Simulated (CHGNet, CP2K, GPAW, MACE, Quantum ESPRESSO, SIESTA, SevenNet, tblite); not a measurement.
## Codes compared on generalised stacking fault on (111) (shuffle set) of a GaAs-GaSb solid solution (48 atoms)

Aim: run generalised stacking fault on (111) (shuffle set) of a GaAs-GaSb solid solution (48 atoms) in several programs and set results and cost side by side. A plane-wave run serves as the reference.

Calculated with Quantum ESPRESSO 7.5; Kohn-Sham DFT, PBE, SSSP efficiency 1.3.0 pseudopotentials, plane waves.

## (1) The structure

The cell holds 48 atoms: 24 Ga, 10 Sb and 14 As. Cell: a = 8.267 Å, b = 7.159 Å, c = 20.540 Å, α = 90.0°, β = 80.3°, γ = 90.0°. It derives from GaAs. Zinc-blende GaAs lattice (a = 5.8453 Å, the value set for the mixture), cell with z along [111], 2 x 1 x 2 periods; the third cell vector is tilted by 0.833 of 1/2[1-10] and lengthened by 0 Å, so the cell holds one fault (shuffle set); displaced by a Gaussian of 0.01 Å; 10 of 24 As sites given to Sb at random (lattice constant by Vegard's rule between GaAs and GaSb). Then every atom was moved at random, 0.03 Å r.m.s. a Cartesian component. The structure's axis is c.

## (2) Plane-wave reference

Contents of pw.in:

```
&control
  calculation = 'scf'
  pseudo_dir = './pseudo'
  outdir = './tmp'
  disk_io = 'none'
  tprnfor = .true.
  tstress = .true.
/
&system
  ibrav = 0
  nat = 48
  ntyp = 3
  ecutwfc = 70
  ecutrho = 560
  nosym = .true.
  occupations = 'smearing'
  smearing = 'fd'
  degauss = 0.003675
/
&electrons
  conv_thr = 2.4e-07
  electron_maxstep = 100
  mixing_beta = 0.2
  mixing_mode = 'local-TF'
  diagonalization = 'david'
/
ATOMIC_SPECIES
Ga 69.723 Ga.upf
Sb 121.760 Sb.upf
As 74.922 As.upf
CELL_PARAMETERS angstrom
8.26650 0.00000 0.00000
0.00000 7.15900 0.00000
3.44440 0.00000 20.24871
ATOMIC_POSITIONS crystal
Ga 0.35793 0.49985 0.93972
Sb 0.72155 0.49674 0.06505
Ga 0.71065 0.82609 0.10555
As 0.64420 0.83577 0.22876
Ga 0.85640 0.49411 0.94116
As 0.22222 0.49773 0.06127
Ga 0.20394 0.82905 0.10401
As 0.15572 0.83400 0.22774
Ga 0.11095 0.00009 0.93825
As 0.47222 0.99837 0.06345
Ga 0.46348 0.33888 0.10100
As 0.40459 0.33549 0.22831
[... 32 atom lines left out ...]
Ga 0.67623 0.66339 0.77263
As 0.62404 0.66559 0.89310
Ga 0.92962 0.16643 0.77347
Sb 0.87330 0.17476 0.89589
K_POINTS gamma
```

Launch:

```bash
$ OMP_NUM_THREADS=1 mpirun -np 4 pw.x -in pw.in > output.txt
```

The program printed:

```text
Program PWSCF
     gamma-point specific algorithms are used
     one sub-group per band group will be used
     scalapack distributed-memory algorithm (size of sub-group:  2*  2 procs)
     Parallelization info
     sticks:   dense  smooth     PW     G-vecs:    dense   smooth      PW
     Min        2350    1176    291               452372   159906   19977
     Max        2351    1178    296               452391   159918   19984
     Sum        9401    4707   1173              1809511   639651   79917
     bravais-lattice index     =            0
     lattice parameter (alat)  =      15.6214  a.u.
     unit-cell volume          =    8086.6378 (a.u.)^3
     number of atoms/cell      =           48
     number of atomic types    =            3
[... lines left out ...]
     scf convergence threshold =      2.4E-07
[... lines left out ...]
     number of k points=     1  Fermi-Dirac smearing, width (Ry)=  0.0037
[... lines left out ...]
     total energy              =   -8779.47809778 Ry
[... lines left out ...]
     total energy              =   -8768.83232883 Ry
[... lines left out ...]
     total energy              =   -8773.99433678 Ry
[... lines left out ...]
     c_bands:  2 eigenvalues not converged
[... lines left out ...]
     total energy              =   -8774.22131385 Ry
[... lines left out ...]
     total energy              =   -8774.22131407 Ry
[... lines left out ...]
   -21.5624 -21.5476 -21.5446 -21.5317 -21.5264 -21.5073 -21.5001 -21.4923
   -21.4861 -21.4674 -21.4674 -21.4603 -21.4536 -21.4509 -21.4506 -21.4405
[...]
10.8646  10.9198  11.1160  11.1377  11.1737  11.1838  11.2702  11.3137
    11.4550  11.4717  11.4834  11.5048  11.5398  11.5444  11.5663  11.5968
    11.6155  11.6375  11.6820  11.7061  11.7378  11.7498  11.7844
     the Fermi energy is     7.5313 ev
!    total energy              =   -8774.22131396 Ry
     estimated scf accuracy    <       0.00000022 Ry
     smearing contrib. (-TS)   =      -0.01122632 Ry
     internal energy E=F+TS    =   -8774.21008763 Ry
     The total energy is F=E-TS. E is the sum of the following terms:
     one-electron contribution =   -4103.03772456 Ry
     hartree contribution      =    2471.57388914 Ry
     xc contribution           =   -1486.68470147 Ry
     ewald contribution        =   -2986.73415617 Ry
     one-center paw contrib.   =   -2669.32739459 Ry
     convergence has been achieved in  39 iterations
     Forces acting on atoms (cartesian axes, Ry/au):
     atom    1 type  1   force =     0.01951280   -0.00547749    0.02630845
     atom    2 type  2   force =     0.03290171    0.03717097   -0.04783966
     atom    3 type  1   force =    -0.05849046    0.02325727    0.04242687
[...]
atom   47 type  1   force =    -0.00670917   -0.02206662   -0.06840149
     atom   48 type  2   force =     0.01069695   -0.02710913    0.00737400
     Total force =     0.364663     Total SCF correction =     0.001949
     Computing stress (Cartesian axis) and pressure
          total   stress  (Ry/bohr**3)                   (kbar)     P=       50.00
   0.00074481   0.00001900   0.00003627          109.57        2.79        5.34
   0.00001900   0.00010142  -0.00000709            2.79       14.92       -1.04
   0.00003627  -0.00000709   0.00017337            5.34       -1.04       25.50
     Message from routine punch:
     Nothing written, as per user request (disk_io='none')
```

Wall time 11 min (4 MPI ranks of Arm Neoverse V2, shared host); peak memory 4.7 GiB; 43 min of CPU time.

Banners, paths, timers and routine set-up lines are dropped from the logs unmarked, and long logs keep their key lines alone; longer cuts are marked.

Numbers from this run:

| Property | Result |
| --- | --- |
| r.m.s. force component | 0.7813 eV/Å |
| longest force | 3.081 eV/Å |
| pressure | 5 GPa |

## (3) Structure statistics

Density 5.46 g/cm³, 24.96 Å³ an atom.

g(r), total and by pair (bins of 0.2 Å):

| r (Å) | total | Ga-Ga | Ga-As | Ga-Sb | As-As | As-Sb | Sb-Sb |
| --- | --- | --- | --- | --- | --- | --- | --- |
| 2.40 | 1.77 | 0.00 | 2.80 | 4.57 | 0.00 | 0.00 | 0.00 |
| 2.60 | 4.42 | 0.00 | 9.54 | 7.84 | 0.00 | 0.00 | 0.00 |
| 2.80 | 0.00 | 0.00 | 0.00 | 0.00 | 0.00 | 0.00 | 0.00 |
| 3.00 | 0.00 | 0.00 | 0.00 | 0.00 | 0.00 | 0.00 | 0.00 |
| 3.20 | 0.00 | 0.00 | 0.00 | 0.00 | 0.00 | 0.00 | 0.00 |
| 3.40 | 0.00 | 0.00 | 0.00 | 0.00 | 0.00 | 0.00 | 0.00 |
| 3.60 | 0.00 | 0.00 | 0.00 | 0.00 | 0.00 | 0.00 | 0.00 |
| 3.80 | 0.20 | 0.46 | 0.00 | 0.00 | 0.00 | 0.47 | 0.65 |
| 4.00 | 1.46 | 2.70 | 0.00 | 0.00 | 3.55 | 2.70 | 3.46 |
| 4.20 | 5.24 | 10.47 | 0.16 | 0.22 | 10.17 | 10.64 | 8.82 |
| 4.40 | 0.04 | 0.17 | 0.00 | 0.00 | 0.00 | 0.00 | 0.00 |
| 4.60 | 0.36 | 0.16 | 0.34 | 0.66 | 0.24 | 0.17 | 0.92 |
| 4.80 | 3.91 | 0.00 | 8.03 | 7.55 | 0.00 | 0.00 | 0.00 |
| 5.00 | 0.61 | 0.00 | 1.28 | 1.14 | 0.00 | 0.00 | 0.00 |
| 5.20 | 0.17 | 0.00 | 0.27 | 0.44 | 0.00 | 0.00 | 0.00 |
| 5.40 | 0.17 | 0.23 | 0.10 | 0.13 | 0.00 | 0.35 | 0.32 |
| 5.60 | 0.00 | 0.00 | 0.00 | 0.00 | 0.00 | 0.00 | 0.00 |
| 5.80 | 1.37 | 2.82 | 0.00 | 0.00 | 2.43 | 3.20 | 1.68 |
| 6.00 | 0.23 | 0.28 | 0.08 | 0.17 | 0.69 | 0.19 | 0.54 |
| 6.20 | 0.22 | 0.04 | 0.44 | 0.41 | 0.00 | 0.00 | 0.00 |
| 6.40 | 2.62 | 0.12 | 5.13 | 5.03 | 0.00 | 0.25 | 0.23 |
| 6.60 | 0.16 | 0.15 | 0.20 | 0.14 | 0.11 | 0.08 | 0.44 |
| 6.80 | 0.12 | 0.18 | 0.03 | 0.13 | 0.00 | 0.22 | 0.21 |
| 7.00 | 0.61 | 0.77 | 0.14 | 0.28 | 1.27 | 1.51 | 0.58 |
| 7.20 | 3.78 | 7.64 | 0.17 | 0.15 | 7.45 | 6.95 | 7.08 |
| 7.40 | 0.22 | 0.36 | 0.03 | 0.14 | 0.36 | 0.31 | 0.52 |
| 7.60 | 2.38 | 0.12 | 4.80 | 4.41 | 0.00 | 0.18 | 0.17 |
| 7.80 | 0.15 | 0.19 | 0.12 | 0.16 | 0.00 | 0.22 | 0.16 |

Bonds by pair of elements; cutoffs follow the first minimum of g(r), held within bounds set by covalent radii, and pairs that aren't listed don't count as bonded (cutoffs were set anew for this text, so counts can differ from the run's own analysis):

| pair A-B | cutoff (Å) | bonds | mean length (Å) | spread (Å) | shortest (Å) | B about A | A about B |
| --- | --- | --- | --- | --- | --- | --- | --- |
| Ga-As | 3.02 | 56 | 2.54 | 0.049 | 2.44 | 2.33 | 4 |
| Ga-Sb | 3.05 | 40 | 2.53 | 0.055 | 2.42 | 1.67 | 4 |

How many atoms have how many bonded neighbours:

| element | mean | 4 |
| --- | --- | --- |
| As | 4 | 14 |
| Ga | 4 | 24 |
| Sb | 4 | 10 |

Rings of the network by King's shortest-path rule, up to 12 atoms, one path for each pair of neighbours; H, halogens, alkali and alkaline-earth atoms are left out, and the last column divides by all other atoms, bonded or not:

| ring size (atoms) | rings | per network atom |
| --- | --- | --- |
| 6 | 94 | 1.96 |

## (4) The other programs

The programs:
- CHGNet: machine-learned potential, published weights.
- CP2K 2026.2: Gaussian basis with GTH pseudopotentials and a plane-wave density; labels give functional, basis (MOLOPT sets; SR short-range, UZH the newer set with its own potentials), grid cutoff/relative cutoff and solver (OT: orbital transformation; TRS4, TC2, SIGN: linear-scaling purification with its sparsity filter), or its built-in tight binding.
- GPAW 26.7.0: PAW with atomic orbitals (LCAO), plane waves or a real-space grid of spacing h.
- MACE: machine-learned potential, published weights.
- SIESTA 5.4.2: numerical atomic orbitals, whose automatically made sets are far from complete, with PseudoDojo norm-conserving potentials that we converted to its format (checked against plane waves on the same files for H, C, O, Si, Ge and Ca alone); labels give functional, basis size, energy shift and mesh cutoff.
- SevenNet: machine-learned potential, published weights.
- tblite 0.8.0: extended tight binding, driven from Python.

All use the same cell and atoms; the electronic-structure runs use the same k-mesh, and an electronic temperature of 580 K (0.05 eV) where levels are smeared.

Differences are against the plane-wave reference, forces as r.m.s. over components; share is that over the reference's r.m.s. force, slope the least-squares factor from reference forces to these. Total energies of different programs have different zeros and aren't compared.

| run | Δ force, r.m.s. (meV/Å) | share (%) | slope | Δ pressure (GPa) | cores | CPU time | memory (GiB) |
| --- | --- | --- | --- | --- | --- | --- | --- |
| reference | - | - | - | - | 4 | 43 min | 4.7 |
| CHGNet 0.3.0 potential | 441 | 56.4 | 0.476 | -1.50 | 1 | 3.1 s | 0.54 |
| CP2K PBE, DZVP-UZH, 800/60 Ry, diagonalisation | 26.8 | 3.43 | 1.020 | 0.902 | 2 | 6.2 min | 5.2 |
| CP2K PBE, SZV-MOLOPT-SR, 800/60 Ry, diagonalisation (coarse) | 191 | 24.4 | 1.187 | 1.80 | 1 | 3.6 min | 5.1 |
| CP2K PBE, TZVP-MOLOPT (SR for Ga, Sb, As), 800/60 Ry, diagonalisation | 25.7 | 3.28 | 1.018 | 0.802 | 4 | 6.3 min | 7.4 |
| CP2K PBE, TZVP-UZH, 800/60 Ry, diagonalisation | 25.6 | 3.27 | 1.015 | 0.732 | 4 | 6.9 min | 7.8 |
| GPAW LDA, LCAO dzp, h 0.2 Å | 34.3 | 4.39 | 0.993 | - | 1 | 2.6 min | 1.3 |
| GPAW PBE, LCAO dzp, h 0.2 Å | 51.2 | 6.55 | 1.054 | - | 1 | 2.6 min | 1.3 |
| GPAW PBE, LCAO sz(dzp), h 0.2 Å (coarse) | 163 | 20.9 | 1.189 | - | 1 | 48 s | 0.99 |
| GPAW PBE, LCAO szp(dzp), h 0.2 Å (coarse) | 127 | 16.2 | 1.142 | - | 1 | 1.9 min | 1.2 |
| MACE MP-0b3 medium potential | 283 | 36.3 | 0.740 | -1.71 | 1 | 6.2 s | 0.7 |
| SIESTA PBE, DZP, shift 0.005 Ry, mesh 300 Ry | 33.8 | 4.32 | 1.014 | 1.20 | 1 | 7.6 min | 1.4 |
| SIESTA PBE, DZP, shift 0.01 Ry, mesh 150 Ry (coarse) | 50.1 | 6.41 | 1.002 | 1.02 | 1 | 2.1 min | 0.57 |
| SIESTA PBE, DZP, shift 0.01 Ry, mesh 300 Ry | 41.9 | 5.36 | 0.996 | 0.548 | 1 | 5 min | 1.2 |
| SIESTA PBE, SZ, shift 0.01 Ry, mesh 300 Ry (coarse) | 231 | 29.6 | 1.278 | 3.50 | 1 | 68 s | 0.62 |
| SIESTA PBE, TZP, shift 0.01 Ry, mesh 300 Ry | 41.3 | 5.29 | 1.013 | 0.603 | 2 | 6.4 min | 1.6 |
| SevenNet l3i5 potential | 253 | 32.3 | 0.813 | -1.31 | 1 | 7.8 s | 0.91 |
| tblite GFN1-xTB | 310 | 39.7 | 1.206 | 4.61 | 1 | 3.5 s | 0.12 |

Rows marked coarse were listed beforehand as settings not expected to be converged; some can still land near the reference.

Times of the machine-learned potentials are mostly Python's start and the loading of weights.

CPU time is summed over cores on a shared host, where runs went side by side, so it is rough. Symmetry, cutoffs, thresholds, outputs and thread counts weren't matched or tuned between programs; memory under MPI is the largest rank's times the ranks.

Mean charges by element (e), by run and scheme:

| run | scheme | Ga | Sb | As |
| --- | --- | --- | --- | --- |
| CP2K PBE, DZVP-UZH, 800/60 Ry, diagonalisation | Mulliken | -0.03 | +0.32 | -0.18 |
| CP2K PBE, DZVP-UZH, 800/60 Ry, diagonalisation | Hirshfeld | +0.11 | -0.04 | -0.16 |
| CP2K PBE, TZVP-MOLOPT (SR for Ga, Sb, As), 800/60 Ry, diagonalisation | Mulliken | -0.27 | +0.39 | +0.18 |
| CP2K PBE, TZVP-MOLOPT (SR for Ga, Sb, As), 800/60 Ry, diagonalisation | Hirshfeld | +0.11 | -0.04 | -0.16 |
| CP2K PBE, TZVP-UZH, 800/60 Ry, diagonalisation | Mulliken | -0.23 | +0.20 | +0.24 |
| CP2K PBE, TZVP-UZH, 800/60 Ry, diagonalisation | Hirshfeld | +0.11 | -0.05 | -0.16 |
| SIESTA PBE, DZP, shift 0.005 Ry, mesh 300 Ry | Hirshfeld | +0.11 | -0.05 | -0.16 |
| SIESTA PBE, DZP, shift 0.01 Ry, mesh 300 Ry | Hirshfeld | +0.11 | -0.05 | -0.15 |
| SIESTA PBE, TZP, shift 0.01 Ry, mesh 300 Ry | Hirshfeld | +0.11 | -0.04 | -0.15 |
| tblite GFN1-xTB | Mulliken | -0.03 | +0.10 | -0.02 |

Within one program, basis, potentials and functional, energies share a zero. Each run against its twin at the usual cutoff or grid and solver:

| run | twin | Δ energy (meV/atom) | Δ force, r.m.s. (meV/Å) | CPU time over the twin's |
| --- | --- | --- | --- | --- |
| SIESTA PBE, DZP, shift 0.01 Ry, mesh 150 Ry | DZP, shift 0.01 Ry, mesh 300 Ry | -43.1 | 22.2 | 0.42 |

A second geometry, displaced anew (every atom was moved at random, 0.06 Å r.m.s. a Cartesian component), gives an energy difference that all programs can be tested on. The reference puts it at 24.54 meV/atom.

| run | energy less the first geometry's (meV/atom) | error (meV/atom) | force share at the second geometry (%) |
| --- | --- | --- | --- |
| SevenNet l3i5 potential | 28.25 | 3.71 | 29.1 |
| CHGNet 0.3.0 potential | 16.72 | -7.82 | 48.0 |
| GPAW PBE, LCAO dzp, h 0.2 Å | 27.43 | 2.89 | 8.39 |
| SIESTA PBE, DZP, shift 0.01 Ry, mesh 300 Ry | 24.96 | 0.419 | 5.66 |
| CP2K PBE, DZVP-UZH, 800/60 Ry, diagonalisation | 25.00 | 0.463 | 3.55 |
| MACE MP-0b3 medium potential | 26.34 | 1.80 | 31.0 |
| CP2K PBE, TZVP-MOLOPT (SR for Ga, Sb, As), 800/60 Ry, diagonalisation | 24.89 | 0.351 | 3.36 |
| SIESTA PBE, SZ, shift 0.01 Ry, mesh 300 Ry | 34.55 | 10.0 | 33.5 |
| CP2K PBE, SZV-MOLOPT-SR, 800/60 Ry, diagonalisation | 39.56 | 15.0 | 30.8 |
| CP2K PBE, TZVP-UZH, 800/60 Ry, diagonalisation | 24.55 | 0.006 | 3.20 |
| SIESTA PBE, DZP, shift 0.005 Ry, mesh 300 Ry | 26.64 | 2.10 | 6.04 |
| SIESTA PBE, TZP, shift 0.01 Ry, mesh 300 Ry | 24.76 | 0.216 | 5.65 |
| SIESTA PBE, DZP, shift 0.01 Ry, mesh 150 Ry | 25.20 | 0.659 | 5.96 |
| GPAW PBE, LCAO szp(dzp), h 0.2 Å | 28.06 | 3.52 | 17.8 |
| GPAW LDA, LCAO dzp, h 0.2 Å | 24.68 | 0.139 | 3.62 |
| GPAW PBE, LCAO sz(dzp), h 0.2 Å | 30.35 | 5.81 | 22.9 |

## (5) Outcome

| Property | Result |
| --- | --- |
| reference r.m.s. force component | 0.781 eV/Å |
| nearest in forces | a tie at 3.3 % of 2 runs: CP2K PBE, TZVP-MOLOPT (SR for Ga, Sb, As), 800/60 Ry, diagonalisation; CP2K PBE, TZVP-UZH, 800/60 Ry, diagonalisation |
| farthest in forces | CHGNet 0.3.0 potential, 56 % |
| cheapest electronic-structure run beside the reference | tblite GFN1-xTB, 3.5 s of CPU time |

In words: The PBE runs in local orbitals, coarse settings apart, differ by 3.3 % (CP2K PBE, TZVP-UZH, 800/60 Ry, diagonalisation) to 6.6 % (GPAW PBE, LCAO dzp, h 0.2 Å); basis, grid and potentials can all enter. Tight binding differs by 40 % (tblite GFN1-xTB); it is another model, with fitted parameters of its own, and the xTB methods hold dispersion. Machine-learned potentials differ by 32 % (SevenNet l3i5 potential) to 56 % (CHGNet 0.3.0 potential); they were trained on other programs' data. Among those trained on PBE data the slope goes as low as 0.48, which softening far from their training structures can give, though the reference's k-sampling is untested too. Rows with another functional or a dispersion term differ by 4.4 % (GPAW LDA, LCAO dzp, h 0.2 Å), which mixes the change of model with differences of basis and potentials. Runs with settings chosen to be coarse differ by 6.4 % (SIESTA PBE, DZP, shift 0.01 Ry, mesh 150 Ry) to 30 % (SIESTA PBE, SZ, shift 0.01 Ry, mesh 300 Ry), their programs' other errors included. Of the electronic-structure runs that take under half the reference's CPU time, CP2K PBE, TZVP-UZH, 800/60 Ry, diagonalisation is among the nearest, at 3.3 % in 6.9 min against 43 min. SIESTA PBE, SZ, shift 0.01 Ry, mesh 300 Ry stiffens the forces by a factor of 1.28 while following their directions (correlation 0.997); the slopes of the 5 SIESTA runs lie between 1.00 and 1.28. In pressure, SIESTA PBE, SZ, shift 0.01 Ry, mesh 300 Ry misses by +3.5 GPa, at the same functional. Charges hang on model, scheme and program or settings: among these rows the mean for As runs from -0.18 to +0.24 e, even in sign. The energy difference between the two geometries, 24.5 meV/atom in the reference, is met best by CP2K PBE, TZVP-UZH, 800/60 Ry, diagonalisation (+0.006) and worst by CP2K PBE, SZV-MOLOPT-SR, 800/60 Ry, diagonalisation (coarse) (+15). In the reference: levels near the Fermi energy are neither full nor empty under the smearing, so no gap is quoted. In the reference: first main peaks of g(r), for some of the pairs, lie near 4.14 Å (Ga-Ga), 2.54 Å (Ga-As), 2.53 Å (Ga-Sb), 4.12 Å (As-As), 4.14 Å (As-Sb) and 4.14 Å (Sb-Sb). Periodic xTB results under one method name differ between programs and library versions. The potentials hold different valence shells: 532 electrons in the reference, 292 in GPAW, 672 in SIESTA and 432 in CP2K with TZVP-UZH; this bears on time and differences. GPAW's setups keep the filled d shell of Ga in the core. The reference's pressure holds the uncorrected Pulay stress of its 70 Ry basis, so small pressure differences, and their order, may be the reference's own error. GPAW's Ga setup keeps the 3d shell in the core. Machine-learned potentials mimic data converged in k, so the reference's own k-point error enters their differences. The reference's stress is far from hydrostatic: its diagonal is 11.0, 1.5, 2.5 GPa, compression counted positive. The host structure and its lattice constant were typed by rule, without a check against the phase diagram. The reference's pressure of 5.0 GPa belongs to a cell and atoms that aren't relaxed at this level. The electronic-structure runs sample only Γ, in a cell whose shortest periodic width is 7 Å, which is coarse for a cell with partly filled levels. Spin–orbit coupling is left out, which matters for the levels of the heavy elements.

[Also dropped from logs without a mark: logging warnings of Python, and SIESTA's first energy breakdown and zero terms.]

[Logs are printed without paths, hosts, clocks, repeated set-up lines and the standing remarks that a program may print on its own settings, such as how far it seeks lower states.]

[Hosts, paths, dates, database ids (printed as entryN), source tags and the programs' standing remarks are cut or masked in the printed files.]
